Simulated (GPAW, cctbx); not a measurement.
## Cs2TiAgF6: what bonding does to one electron reflection, worked out

Cs2TiAgF6, Fm-3m (no. 225), a = 9.1349 Å, b = 9.1349 Å, c = 9.1349 Å, α = 90.00°, β = 90.00°, γ = 90.00°.

```
atom  mult.       x    y    z
 Cs1      8     1/4  1/4  3/4
 Ag1      4     1/2    0    0
 Ti1      4       0    0    0
  F1     24  0.2141    0    0
```

The start was made by putting kin elements into a known structure type; the compound need not exist, or be stable, in this form.

A DFT run (GPAW, PBE, 550 eV, 4×4×4 k-points, Fermi–Dirac width 0.05 eV) gives the static X-ray structure factor of 222 as 289.873 e for the conventional cell; superposed free atoms give 284.563 e. **Problem.** Find the Fourier component V of the crystal potential and the two-beam extinction distance at 300 kV in both cases.

**1. Geometry**

The cell volume is Ω = 762.28 Å³ and d(222) = 2.6370 Å, so g = 1/d = 0.3792 Å⁻¹.

**2. The nuclei**

Electrons feel nuclei as well as electrons, so the nuclear charges are summed with the same phases.

Phase sums Σ exp(2πi h·x), turned so that the total is real and positive: Cs +8.000, Ag -4.000, Ti -4.000, F +21.597. Then F_Z = 55 × (+8.000) + 47 × (-4.000) + 22 × (-4.000) + 9 × (+21.597) = 358.37 e. The electron term has the same sign for this reflection.

**3. Mott–Bethe**

Poisson's equation, term by term, gives V = (e/4πε₀)(F_Z − F)/(πΩg²), with e/4πε₀ = 14.3996 V Å.

The prefactor is 14.3996 × 2.6370²/(π × 762.28) = 0.04181 V per electron. Free atoms: (358.37 − 284.563) × 0.04181 = 3.086 V. Crystal: (358.37 − 289.873) × 0.04181 = 2.864 V. F changes by +1.87 % and V by -7.2 %: the same 5.31 e is measured against F_Z − F = 73.8 e in place of F = 284.6 e.

**4. Extinction distance**

In the two-beam case ξ = 1/(λU) with U = 2γm₀eV/h², that is ξ = 150.41 V Å²/(γλV).

At 300 kV, λ = 0.01969 Å and γ = 1.5871. Free atoms: ξ = 1560 Å. Crystal: ξ = 1681 Å. The thickness fringes go as sin²(πt/ξ), so the two patterns slip by a quarter of a period when t|1/ξ₁ − 1/ξ₀| = 1/4, at t ≈ 542 nm. Thermal motion, absorption and many-beam coupling, left out here, change a real pattern.

**5. Answer**

V(222) is 2.86 V against 3.09 V, and ξ is 1681 against 1560 Å. Limits: static atoms, two beams; no Hubbard U on Ti.

[Outputs are excerpts: Python notices, other lines and further rows are left out; steps that failed or that the build refused (PBEsol, TPSS) are not shown.]

[Logs are printed without paths, hosts, clocks, repeated set-up lines and the standing remarks that a program may print on its own settings, such as how far it seeks lower states.]
